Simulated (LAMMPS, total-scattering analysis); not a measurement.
# 53SiO2-47K2O (mol %): neutron weights and totals by hand

A simulated model of 53SiO2-47K2O (mol %) at 300 K, zero pressure, from classical molecular dynamics (LAMMPS) with the Morse and Coulomb pair potential with partial charges (Pedone, Malavasi, Menziani, Cormack and Segre, J. Phys. Chem. B 110, 11780 (2006)). The average runs over 8.0 ps of 300 atoms, so shells between rare elements are rough. It is rigid on the time of the run, a glass quenched from the melt; how it was made: 300 atoms placed at random at 2.36 g/cm^3, melted at 3500 K for 8 ps, cooled at 200 K/ps. Atom fractions Si 0.1767, K 0.3133, O 0.5100; masses Si 28.085, K 39.098, O 15.999 u; density 2.3818 g/cm³; coherent lengths Si 4.15071, K 3.67, O 5.8037 fm. Faber–Ziman partials at a few Q:

| Q (Å⁻¹) | S O–O | S K–O | S K–K | S Si–K | S Si–O | S Si–Si |
| --- | --- | --- | --- | --- | --- | --- |
| 1.40 | 0.528 | -0.131 | -0.479 | -1.248 | 3.701 | 0.656 |
| 2.00 | 0.240 | 0.213 | 1.995 | 2.752 | 1.869 | 0.285 |
| 3.10 | 2.036 | 1.586 | 0.666 | 0.494 | -0.542 | 0.249 |

The pair function g(SiO), r in Å, every 0.06 Å up to its first minimum: 1.47 0.43, 1.53 12.78, 1.59 29.19, 1.65 19.97, 1.71 6.62, 1.77 0.88, 1.83 0.09, 1.89 0.02.

**Tasks.** (a) The number density. (b) The neutron weights. (c) The neutron S(Q) at the listed Q. (d) The number of O around Si.

(a) The mean mass is 0.1767×28.085 + 0.3133×39.098 + 0.5100×15.999 = 25.372 u, so ρ₀ = 2.3818/(25.372 × 1.66054) = 0.05653 Å⁻³.

(b) ⟨b⟩ = 0.1767×4.15071 + 0.3133×3.67 + 0.5100×5.8037 = 4.843 fm. The weight of a pair is ci cj bi bj (2 − δij)/⟨b⟩²: O–O 0.374, K–O 0.290, K–K 0.056, Si–K 0.072, Si–O 0.185, Si–Si 0.023; they sum to 1.000.

(c) S = 1 + Σ w (Sij − 1). At 1.40 Å⁻¹: 1 − 0.176 − 0.328 − 0.083 − 0.162 + 0.500 − 0.008 = 0.743; Si–O pushes up most; K–O pulls down most. At 2.00 Å⁻¹: 1 − 0.284 − 0.228 + 0.056 + 0.126 + 0.161 − 0.016 = 0.815; Si–O pushes up most; O–O pulls down most. At 3.10 Å⁻¹: 1 + 0.387 + 0.170 − 0.019 − 0.036 − 0.285 − 0.017 = 1.200; O–O pushes up most; Si–O pulls down most.

(d) n = 4πρ₀ c(O) Σ r² g Δr. The sum Σ r² g over the listed points is 181.5 Å², so n = 4π × 0.05653 × 0.5100 × 181.5 × 0.06 = 3.95; counting pairs in the frames up to 2.04 Å gives 4.00; the coarse grid accounts for the difference. By balance, each O has n c(Si)/c(O) = 1.37 Si.
